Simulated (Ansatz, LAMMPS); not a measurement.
# Amorphous 32Ga2O3-68GeO2 (mol %) (69 atoms): where an added charge goes, part 2 of 4

Aim: add and remove one electron in amorphous 32Ga2O3-68GeO2 (mol %) (69 atoms), with atoms held and relaxed, and read trapping energy and localisation.

Ansatz 0.2.0; Kohn-Sham DFT, r2SCAN, PAW (set soft_1), plane waves; PAW set soft_1.

The cell: 12 Ga, 13 Ge and 44 O. The quench rate of 20 K/ps far exceeds what a furnace or splat quench reaches. The starting topology of bonds comes from the classical model. Sampling is at Γ alone, for a cell whose shortest periodic width is 10 Å.

So far. Step 2 (Single point at the start): The r.m.s. force at the start is 0.83 eV/Å. Step 3 (Relaxation): The relaxation converged after 19 steps, 7.22 eV below its start, with a largest force component of 0.046 eV/Å.

**4. Single point at the relaxed geometry**

The electronic structure is read at the final geometry, in a run of its own.

Input file input.yaml:

```yaml
crystal:
  lattice:
    - [9.97147, 0.0, 0.0]
    - [0.0, 9.97147, 0.0]
    - [0.0, 0.0, 9.97147]
  atoms:
    - { symbol: Ga, position: [0.87067, 0.98808, 0.26082] }
    - { symbol: Ga, position: [0.32076, 0.91282, 0.77914] }
    - { symbol: Ga, position: [0.05117, 0.90362, 0.54561] }
    - { symbol: Ga, position: [0.31542, 0.65638, 0.00327] }
    - { symbol: Ga, position: [0.99836, 0.29936, 0.45214] }
    - { symbol: Ga, position: [0.11089, 0.35203, 0.81613] }
    [... 57 atom lines left out ...]
    - { symbol: O, position: [0.75102, 0.12641, 0.82879] }
    - { symbol: O, position: [0.93441, 0.82347, 0.16378] }
    - { symbol: O, position: [0.36115, 0.47414, 0.03801] }
    - { symbol: O, position: [0.27372, 0.72496, 0.81837] }
    - { symbol: O, position: [0.52069, 0.27438, 0.89458] }
    - { symbol: O, position: [0.41064, 0.55618, 0.30496] }
kpoints:
  mp_grid: { grid: [1, 1, 1] }
hamiltonian:
  xc: r2scan
  pseudopotentials: { kind: paw, azcp: { folder: soft_1 } }
scf:
  occupations: { method: fixed }
output:
  forces: true
  stress: true
  populations: true
  dos:
    method: { smearing: { sigma: 0.1 } }
    de: 0.1
    projected: { site_lists: { Ga: [Ga], Ge: [Ge], O: [O] } }
  eigenvalues: true
  write_density: true
  write_potential: true
  volumetric_format: npy
  elf: true
```

On the command line:

```bash
> ansatz run input.yaml --threads 4 --pin off --max-ram 8192MiB --backend cpu --events-out ev --progress --plain --runs-dir out
```

The program printed:

```text
[...]
Crystal: 69 atoms, lattice volume = 991.465 Å³
Basis set: ecut = 500 eV, 25269 PW (Γ), exchange–correlation on 300×300×300 points (64 copies of the dense FFT grid, shifted against one another)
Bands: 370, of which v1, the nominal top of the filled ones, is band 301 counted from 1 (300 counted from 0)
Symmetry: 1 space group operations
[...]
k-points: 1
[...]
SCF iter   1: F=—  HF=-126461.961737 eV  |F-HF|=—  |Δ(HF+E_count)|=         —  Δρ=1.08e-1  dr2=7.42e1  dr2_τ=6.06e0  ethr=3.10e-3  ⟨swp⟩=5.0  Hψ=1314  notcnv=0  defer=66
[...]
SCF iter  13: F=-126443.031570 eV  HF=-126443.031569 eV  |F-HF|=1.92e-8  |Δ(HF+E_count)|=   5.15e-8  Δρ=1.49e-6  dr2=2.25e-8  dr2_τ=1.70e-9  ethr=1.66e-11  ⟨swp⟩=17.0  Hψ=3104  notcnv=0
SCF 1 converged in 13 iterations: F = -126443.031570 eV  dr2 = 2.25e-8
[...]
SCF converged after 13 iterations
Free energy (F): -126443.031570 eV
[...]
Internal energy: -126443.031570 eV  (E = F + TS)
E sigma→0 (E₀):  -126443.031570 eV
Fermi energy:    3.822569 eV
[...]
--- Forces (eV/Å), atoms counted from 1 ---
  atom   1  Ga     0.01306239    -0.03215718     0.03886079
  atom   2  Ga    -0.00024137    -0.03546094    -0.02911636
  atom   3  Ga    -0.02268486     0.00222209    -0.02520480
  atom   4  Ga    -0.00636706    -0.02685625     0.01110727
  atom   5  Ga    -0.01819146     0.00720854    -0.01133319
  atom   6  Ga     0.01024819    -0.01321901     0.02404397
  atom   7  Ga     0.01555170     0.00002492    -0.00316450
  atom   8  Ga     0.01108978     0.04066265     0.04496197
  atom   9  Ga    -0.03193001     0.00745163     0.01159896
  atom  10  Ga    -0.02345665    -0.02808778    -0.02329540
  atom  11  Ga     0.03411668    -0.01041093    -0.04010261
  atom  12  Ga     0.00703685     0.01412135     0.00254819
  atom  13  Ge     0.01062980    -0.00378190    -0.00496386
  atom  14  Ge     0.01526663    -0.01274691     0.00415667
[...]
atom  68  O     -0.01219652    -0.01002995    -0.00147382
  atom  69  O     -0.00743775    -0.00007941     0.01572046
  max |Σ_I F_I| component: 8.97e-5 eV/Å
--- Stress (GPa, compression-positive) ---
       -6.636953       0.359098      -0.008523
        0.359093      -3.802923       0.115173
       -0.008535       0.115172      -3.782144
  P = ⅓ Tr σ = -4.7407 GPa (-47.407 kbar)
--- Band table (eV) ---
[...]
--- Löwdin populations: 69 sites ---
  site symbol       q [e]
     0     Ga     11.8116
     1     Ga     11.8198
     2     Ga     11.8108
[...]
68      O      6.7266
  spilling = 0.005000 (of n_electrons = 602.000000)
```

The job ended after 42 s (4 threads of Arm Neoverse V2, shared host; peak memory 2.8 GiB).

Read from the output:

```yaml
free_energy: -126443.0316 eV
free_energy_per_atom: -1832.5077 eV/atom
scf_cycles: 13
pressure: -4.741 GPa
r_m_s_force_component: 0.01572 eV/Å
longest_force: 0.06163 eV/Å
fermi_energy: 3.823 eV
spacing_of_highest_filled_and_lowest_empty_level: 2.161 eV
spilling_of_the_projection: 0.005
```

Löwdin charges by element and coordination (they lack the spilled electrons, 0.044 e an atom on average):

```csv
element,coordination,atoms,mean charge (e),spread,least,most
Ga,all,12,1.17,0.0175,1.14,1.20
Ga,4,9,1.18,0.0109,1.16,1.20
Ga,5,3,1.15,0.0126,1.14,1.17
Ge,all,13,1.59,0.021,1.56,1.62
O,all,44,-0.721,0.0169,-0.765,-0.688
O,2,29,-0.724,0.0172,-0.765,-0.690
O,3,15,-0.714,0.0145,-0.745,-0.688
```

States in the cell by windows of 1 eV, zero at the Fermi level; the larger projections on atomic orbitals stand beside the total:

```csv
from (eV),to (eV),total,O p,Ge p
-10,-9,4.0,2.1,0.1
-9,-8,8.0,4.3,0.3
-8,-7,10.0,5.7,0.5
-7,-6,14.2,9.1,0.9
-6,-5,21.0,14.8,2.6
-5,-4,31.3,23.3,3.4
-4,-3,29.4,23.5,2.0
-3,-2,45.6,40.3,1.4
-2,-1,60.6,57.1,0.7
-1,0,37.9,36.4,0.3
0,1,2.0,1.9,0.0
1,2,0.0,0.0,0.0
2,3,2.0,0.2,0.0
3,4,0.1,0.0,0.0
4,5,10.5,2.4,0.9
```

With fixed occupations the program's Fermi level is the highest filled level; weight inside the gap is the broadening of levels at its edges.

Between -26 and -10 eV lie 338 more states.

The levels nearest the highest filled one (over half full), pooled over k-points and spins:

```csv
level less the highest filled one (eV),occupation
-0.535,2
-0.449,2
-0.427,2
-0.377,2
-0.0959,2
0,2
2.16,0
4.05,0
4.21,0
4.30,0
4.72,0
4.81,0
```

Valence density in the ac plane at fractional y = 0.285, with atoms of Ga and Ge and O within 0.2 Å of it. It is the smooth field of the valence electrons, not physical close to the nuclei.

Ten steps, logarithmic in the rise over the least value, from '_' (0 e/Å³) to '@' (22 e/Å³), each cell a mean:
```
________________________..--==--::..____________________
____..________________..::==****==..____________________
..........____________..--++####++::____________________
::::----::..............::==++++--..__________________..
::::--==::......::::::--++==--::..____________________..
....::::........::::--##@@##--..________________________
______________......--##@@##--..________________........
..________________..::--++==::..______________..--====::
..__________________............____________..--++##**==
..__________________________________________..--**##**==
::..____..____________________________________..--====--
++--..........__________________________________..::--==
@@**::::::::..____________________________________..==%%
@@**::......__________________________________....::==%%
==::..______________________________________::--==------
..________________________________________..--**##**--::
__________________________________________..--**##**--..
__________________________________________..::==++==::__
__________..........::::..__________________....::..____
________..--==--::--====--::______........______________
______..::++**==::==++**==::......::::::..______________
______..::--==--::--======--::....::::::..______________
______......::......::::::----::........________________
______________________....::--::..______________________
```
Columns run along a (10.0 Å), rows up along c (10.0 Å). Atoms in or near the plane, at fractional coordinates: Ga at (0.00, 0.45), Ge at (0.44, 0.74), O at (0.91, 0.61), O at (0.86, 0.32), O at (0.52, 0.89).

Electrostatic potential energy in the ac plane at fractional y = 0.285, with atoms of Ga and Ge and O within 0.2 Å of it. With pseudopotentials it is smooth inside the atoms' cores, unlike the true potential.

Ten even steps from '0' (-24 eV) to '9' (12 eV), each cell a mean:
```
9998888899887645799999999999
9887788999988200499999999999
8765678999987100399999999999
7556568998765302799999999998
7567568887521247899999999988
8655578886222226899999998888
8877789986222226899999998889
9988899997421247999999996458
9999999998765678999999981005
8899999999888899999999980005
6689999999999999999999996336
8668999999999999999999999757
9957899999999999999999998679
9857999999999999999999998679
7568999999999999999999964556
6789999999999999999999600057
8899999999999999999988500069
9999988899999999999988743599
9998766688889999999988889999
9997567666326888999998899999
9987589754002667888899999999
9997578656323334788999999999
9998765678864213689999999999
9999887888875324789999999999
```
Columns run along a (10.0 Å; values clipped at the 3rd and 97th percentile), rows up along c (10.0 Å). Atoms in or near the plane, at fractional coordinates: Ga at (0.00, 0.45), Ge at (0.44, 0.74), O at (0.91, 0.61), O at (0.86, 0.32), O at (0.52, 0.89).

Between filled and empty levels lie 2.16 eV (at Γ alone); a semilocal functional tends to put such gaps too low. In a disordered cell it changes from sample to sample, and tail or defect levels can set it. Mean Löwdin charges: Ga +1.17, Ge +1.59, O -0.72 e (they miss 0.5 % of the electrons, so they add up to more than the cell's charge).

**5. An extra electron, atoms held**

The electron count changes by one with the atoms held: a vertical process, on a uniform background, with spin and a narrow Fermi–Dirac smearing. Its energy against the neutral cell hangs on the program's zero of potential.

Input file input.yaml:

```yaml
crystal:
  lattice:
    - [9.97147, 0.0, 0.0]
    - [0.0, 9.97147, 0.0]
    - [0.0, 0.0, 9.97147]
  atoms:
    [... the 69 atom lines of step 4 ...]
total_charge: -1
kpoints:
  mp_grid: { grid: [1, 1, 1] }
hamiltonian:
  xc: r2scan
  pseudopotentials: { kind: paw, azcp: { folder: soft_1 } }
scf:
  occupations: { method: fermi_dirac, width: 0.01 }
  lower_state_search: "off"
output:
  forces: true
  stress: true
  populations: true
  dos:
    method: { smearing: { sigma: 0.15 } }
    de: 0.1
    projected: { site_lists: { Ga: [Ga], Ge: [Ge], O: [O] } }
  eigenvalues: true
  write_density: true
  write_potential: true
  volumetric_format: npy
magnetization:
  spin_polarized: true
  initial_magnetization: 1
```

The program printed:

```text
[...]
Crystal: 69 atoms, lattice volume = 991.465 Å³
Basis set: ecut = 500 eV, 25269 PW (Γ), exchange–correlation on 300×300×300 points (64 copies of the dense FFT grid, shifted against one another)
Bands: 371, of which v1, the nominal top of the filled ones, is band 302 counted from 1 (301 counted from 0)
Symmetry: 1 space group operations
[...]
k-points: 1
[...]
Starting moments: Σ|m| = 1 μB on 69 of 69 sites
[...]
SCF iter   1: F=-126415.649261 eV  HF=-126452.979701 eV  |F-HF|=3.73e1  |Δ(HF+E_count)|=         —  Δρ=5.24e-2 (↑4.99e-2 ↓5.24e-2)  dr2=6.84e1  dr2_τ=1.49e0  dr2_m=2.37e-2  M=1.000 μB ∫|m|=1.082 μB  β_m=1.00  ethr=3.10e-3  ⟨swp⟩=6.0  Hψ=2814  notcnv=0  defer=14
[...]
spin=Collinear: Resta preconditioning applied to the charge; magnetization (m = ρ↑ − ρ↓) channel mixes plain (no charge-response kernel on spin).
SCF iter   2: F=-126431.190016 eV  HF=-126441.474394 eV  |F-HF|=1.03e1  |Δ(HF+E_count)|=         —  Δρ=3.29e-2 (↑3.26e-2 ↓3.29e-2)  dr2=2.62e1  dr2_τ=1.38e-1  dr2_m=6.73e-4  M=0.962 μB ∫|m|=1.116 μB  β_m=0.30  ethr=3.10e-3  ⟨swp⟩=2.0  Hψ=1307  notcnv=0  defer=126
[...]
SCF iter   8: F=-126437.062153 eV  HF=-126437.060186 eV  |F-HF|=1.97e-3  |Δ(HF+E_count)|=   1.86e-3  Δρ=2.26e-4 (↑2.26e-4 ↓2.06e-4)  dr2=1.05e-3  dr2_τ=1.52e-5  dr2_m=2.03e-4  M=0.974 μB ∫|m|=1.157 μB  β_m=1.20  ethr=8.43e-7  ⟨swp⟩=2.0  Hψ=1021  notcnv=0  defer=122
[...]
spin-set hold released at iteration 8 (site moments contracting): the magnetisation degrees of freedom join the quasi-Newton model from the next iteration; the mixer history was flushed
SCF iter   9: F=-126437.062513 eV  HF=-126437.061278 eV  |F-HF|=1.23e-3  |Δ(HF+E_count)|=   1.09e-3  Δρ=1.18e-4 (↑1.18e-4 ↓1.17e-4)  dr2=5.65e-4  dr2_τ=4.00e-6  dr2_m=1.16e-5  M=0.982 μB ∫|m|=1.180 μB  β_m=1.20  ethr=1.75e-7  ⟨swp⟩=3.0  Hψ=1104  notcnv=0  defer=122  κ⁻¹=1.0e0(r=1)
SCF iter  10: F=-126437.062667 eV  HF=-126437.062049 eV  |F-HF|=6.18e-4  |Δ(HF+E_count)|=   7.71e-4  Δρ=7.53e-5 (↑7.21e-5 ↓7.53e-5)  dr2=2.39e-4  dr2_τ=1.24e-6  dr2_m=2.80e-6  M=0.984 μB ∫|m|=1.189 μB  β_m=1.20  ethr=9.36e-8  ⟨swp⟩=2.0  Hψ=938  notcnv=0  defer=122  κ⁻¹=1.9e-1(r=2)
[...]
SCF iter  16: F=-126437.061471 eV  HF=-126437.061471 eV  |F-HF|=3.06e-8  |Δ(HF+E_count)|=   9.80e-7  Δρ=2.15e-6 (↑2.15e-6 ↓1.95e-6)  dr2=8.76e-8  dr2_τ=3.85e-10  dr2_m=1.11e-9  M=0.984 μB ∫|m|=1.188 μB  β_m=1.20  ethr=1.66e-11  ⟨swp⟩=15.0  Hψ=6090  notcnv=0  κ⁻¹=7.3e-5(r=8)
SCF iter  17: F=-126437.061471 eV  HF=-126437.061471 eV  |F-HF|=7.55e-9  |Δ(HF+E_count)|=   4.93e-8  Δρ=5.83e-7 (↑5.83e-7 ↓5.69e-7)  dr2=9.87e-9  dr2_τ=5.00e-11  dr2_m=2.67e-10  M=0.984 μB ∫|m|=1.188 μB  ethr=1.45e-11  ⟨swp⟩=7.0  Hψ=4436  notcnv=0
SCF 1 converged in 17 iterations: F = -126437.061471 eV  dr2 = 9.87e-9
[...]
this state was not tested for a lower state beside it, because the mixer in use, unlike msr1, does not test its closes by its own steps (another_mixer; see scf.mixing.algorithm and scf.lower_state_search)
SCF converged after 17 iterations
Magnetization: 0.9840 μB (301.9920 up, 301.0080 down)
Absolute magnetization: 1.1004 μB (∫|ρ↑−ρ↓|, with the PAW one-centre terms)
[...]
Per-site moments (μB) at R_I (Å): [(0.00393818, 0.750704), (0.00600685, 0.755620), (0.00468419, 0.741835), (0.00453962, 0.740208), (0.00789888, 0.769297), [...]
Free energy (F): -126437.061471 eV
[...]
Internal energy: -126437.060541 eV  (E = F + TS)
E sigma→0 (E₀):  -126437.061006 eV
Entropy (-TS):   -0.000931 eV (-0.013 meV/atom)
Fermi energy:    6.004824 eV
[...]
Σ components = -126437.061471   (vs F -126437.061471, Δ=0.00e0)
--- Forces (eV/Å), atoms counted from 1 ---
  atom   1  Ga     0.02152721     0.08532411     0.04292529
  atom   2  Ga    -0.07674966    -0.02284396    -0.14001096
  atom   3  Ga     0.13774344     0.06935286    -0.03427848
  atom   4  Ga    -0.01242122    -0.06497750    -0.07402458
[...]
atom  69  O     -0.02643473    -0.02904367     0.01471956
  max |Σ_I F_I| component: 5.19e-5 eV/Å
--- Stress (GPa, compression-positive) ---
       -5.518712       0.299849      -0.066174
        0.299845      -2.980971       0.093795
       -0.066191       0.093793      -2.903953
  P = ⅓ Tr σ = -3.8012 GPa (-38.012 kbar)
--- Band table (eV) ---
[...]
--- Löwdin populations: 69 sites ---
  site symbol       q [e]    m [muB]
     0     Ga     11.8445     0.0303
     1     Ga     11.8583     0.0405
     2     Ga     11.8436     0.0326
[...]
68      O      6.7308     0.0026
  spilling = 0.005021 (of n_electrons = 603.000000)
```

It took 2.2 min on 4 threads; peak memory 3.9 GiB; 8.8 min of CPU time.

The program notes that the stability of the SCF solution was not settled.

An extra electron, atoms held: the energy stands 5.97 eV above that of the reference, with a moment of 0.98 μB.

The levels nearest the highest filled one (over half full), pooled over k-points and spins:

```csv
level less the highest filled one (eV),occupation
-2.22,1
-2.13,1
-2.12,1
0,0.992
0.0964,0.008
1.92,0
2.02,0
2.08,0
```

Spin density in the ac plane at fractional y = 0.285, with atoms of Ga and Ge and O within 0.2 Å of it.

Values in units of 1e-3 e/Å³, 13 rows by 16 columns, each cell a mean:
```
 0.3  0.6  1.1  1.2  0.8  0.4  0.1  1.6  3.7  0.2  0.7  0.6  0.4  0.3  0.3  0.3
 0.1  1.4  2.6  1.4  0.3  0.3  0.3  3.6  8.8  0.3  0.1  0.2  0.2  0.3  0.4  0.2
 0.4  1.9  2.9  0.9 -0.1  0.5  3.6  2.3  1.9  0.4  0.2  0.3  0.5  0.8  0.8  0.4
 0.6  1.9  2.0  0.5 -0.1  0.9  1.8 -0.9  5.4  1.1  0.3  0.4  0.7  1.0  0.4  0.2
 0.1  0.9  0.9  0.5  0.2  0.3  1.2  2.8  1.8  0.5  0.3  0.3  0.5 -0.2  0.0  2.0
 1.7  2.2  0.8  0.3  0.4  0.4  0.2  0.3  0.4  0.3  0.2  0.2  0.2 -0.1  0.5  0.7
-1.0  6.5  0.9 -0.1  0.4  0.9  0.6  0.3  0.2  0.2  0.2  0.2  0.2  0.2  1.0  0.0
 0.4  7.2  1.1 -0.1  0.3  0.7  0.6  0.3  0.2  0.2  0.3  0.3  0.1  0.0  0.5  1.0
 4.6  3.1  0.8  0.2  0.3  0.4  0.4  0.3  0.3  0.3  0.6  0.9  0.0  2.7  5.2  0.8
 0.8  1.0  0.8  0.8  0.8  0.5  0.3  0.3  0.3  0.2  0.5  1.6  1.2  0.1  2.3 -0.1
 0.4  0.9  1.6  1.8  1.6  0.1 -0.3  0.1  0.7  0.0 -0.1  0.6  1.6  0.8  0.2  0.2
 0.3  0.6  1.3  1.9  1.5  0.7  3.3  0.4  3.2  0.9 -0.1  0.0  0.7  0.6  0.4  0.3
 0.2  0.3  0.7  1.7  1.3  0.1  0.0  1.2  4.1  3.1  0.9  0.5  0.5  0.4  0.3  0.3
```
Columns run along a (10.0 Å), rows up along c (10.0 Å). Atoms in or near the plane, at fractional coordinates: Ga at (0.00, 0.45), Ge at (0.44, 0.74), O at (0.91, 0.61), O at (0.86, 0.32), O at (0.52, 0.89).

(Part 2 of 4 ends here.)

[Long decimals in the printed logs are rounded to 6 places.]

[Logs are printed without paths, hosts, clocks, repeated set-up lines and the standing remarks that a program may print on its own settings, such as how far it seeks lower states.]

[Hosts, paths, dates, database ids (printed as entryN), source tags and the programs' standing remarks are cut or masked in the printed files.]
